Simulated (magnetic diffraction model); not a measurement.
# Which magnetic order? Ho4MgV6Ga6

Space group Im-3m (no. 229), a = 8.4050 Å.

```csv
site,atom,x,y,z
8c,Ho,1/4,1/4,1/4
12d,Ga,1/4,0,1/2
12e,V,0.7107,0,0
2a,Mg,0,0,0
```

This is a made-up structure (elements placed in a structure type, unrelaxed), so the numbers test the method and describe no known phase.

Only Ho is taken to order (form factors of Ho3+); orders and moment sizes are assumed, and not adapted to the symmetry. Radiation: neutrons of λ = 1.594 Å, 3° to 65°; isotropic B of 0.25 Å² (Ho), 0.26 Å² (Ga), 0.26 Å² (V) and 0.32 Å² (Mg). Simulated constant-wavelength pattern: nuclear and magnetic terms add, the magnetic one as |2.695 fm × Σ f S⊥ exp(2πi Q·r) exp(−B s²)|², summed over all Q at one angle with the factor 1/(sin²θ cos θ). For collinear order S is the moment m, which repeats by lattice and centring translations R with the sign exp(−2πi k·R). Free-ion form factors, Sears's scattering lengths of 1992, no absorption; a label names one of the reflections at its angle. The strongest nuclear line in the range is 100, and lines under 0.2 are left out.

Above the ordering temperature:

| 2θ (°) | index | I |
| --- | --- | --- |
| 15.41 | (1 1 0) | 17.2 |
| 21.86 | (2 0 0) | 7.9 |
| 26.86 | (2 1 1) | 55.5 |
| 31.11 | (2 2 0) | 26.1 |
| 34.90 | (3 1 0) | 8.1 |
| 38.35 | (2 2 2) | 100.0 |
| 41.56 | (3 2 1) | 45.5 |
| 44.58 | (4 0 0) | 76.4 |
| 47.45 | (4 1 1) | 6.4 |
| 50.18 | (4 2 0) | 6.3 |
| 52.82 | (3 3 2) | 13.9 |
| 55.36 | (4 2 2) | 18.9 |
| 57.83 | (5 1 0) | 8.8 |
| 62.58 | (5 2 1) | 25.4 |
| 64.88 | (4 4 0) | 82.0 |

Below it (cell unchanged):

```csv
2θ (°),I
15.41,17.2
21.86,7.9
24.48,265.4
26.86,55.5
31.11,26.1
33.05,148.4
34.90,8.1
38.35,100.0
39.98,32.4
41.56,45.5
44.58,76.4
46.03,103.9
47.45,6.4
50.18,6.3
51.51,104.1
52.82,13.9
55.36,18.9
56.60,27.1
57.83,8.8
61.41,51.2
62.58,25.4
64.88,82.0
```

**Question.** Find the propagation vector, then choose among these models:
A. collinear moments along [010], 8.1 μB on Ho; signs + at (1/4, 1/4, 1/4), + at (3/4, 1/4, 1/4), − at (1/4, 3/4, 1/4), + at (1/4, 1/4, 3/4)
B. collinear moments along [100], 8.1 μB on Ho; signs + at (1/4, 1/4, 1/4), − at (3/4, 1/4, 1/4), − at (1/4, 3/4, 1/4), − at (1/4, 1/4, 3/4)
C. collinear moments along [010], 8.1 μB on Ho; signs + at (1/4, 1/4, 1/4), − at (3/4, 1/4, 1/4), − at (1/4, 3/4, 1/4), − at (1/4, 1/4, 3/4)
D. collinear moments along [100], 8.1 μB on Ho; signs + at (1/4, 1/4, 1/4), + at (3/4, 1/4, 1/4), − at (1/4, 3/4, 1/4), + at (1/4, 1/4, 3/4)

The new lines index as (2 1 0) at 24.48°, (2 1 2) at 33.05°, (2 3 0) at 39.98° and (4 1 0) at 46.03°, that is as H ± k with k = (0 0 1). The indices are whole but break the lattice centring, so the moments reverse under a centring translation, those with k·t a half-integer.

Magnetic intensity, observed (below minus above) and for each model:

| 2θ (°) | index | observed | A | B | C | D |
| --- | --- | --- | --- | --- | --- | --- |
| 10.88 | (0 1 0) | <0.2 | <0.2 | <0.2 | <0.2 | 459.7 |
| 18.91 | (1 1 1) | <0.2 | <0.2 | 387.8 | 387.8 | <0.2 |
| 24.48 | (2 1 0) | 265.4 | 265.4 | <0.2 | <0.2 | 199.0 |
| 33.05 | (2 1 2) | 148.4 | 148.4 | <0.2 | <0.2 | 134.5 |
| 36.66 | (3 1 1) | <0.2 | <0.2 | 260.6 | 260.6 | <0.2 |
| 46.03 | (4 1 0) | 103.9 | 103.9 | <0.2 | <0.2 | 95.2 |
| 48.83 | (3 3 1) | <0.2 | <0.2 | 126.1 | 126.1 | <0.2 |
| 51.51 | (4 1 2) | 104.1 | 104.1 | <0.2 | <0.2 | 57.3 |

Model A matches.

The structure used: k = (0 0 1), collinear moments along [010], 8.1 μB on Ho; signs + at (1/4, 1/4, 1/4), + at (3/4, 1/4, 1/4), − at (1/4, 3/4, 1/4), + at (1/4, 1/4, 3/4).

[Logs are printed without paths, hosts, clocks, repeated set-up lines and the standing remarks that a program may print on its own settings, such as how far it seeks lower states.]
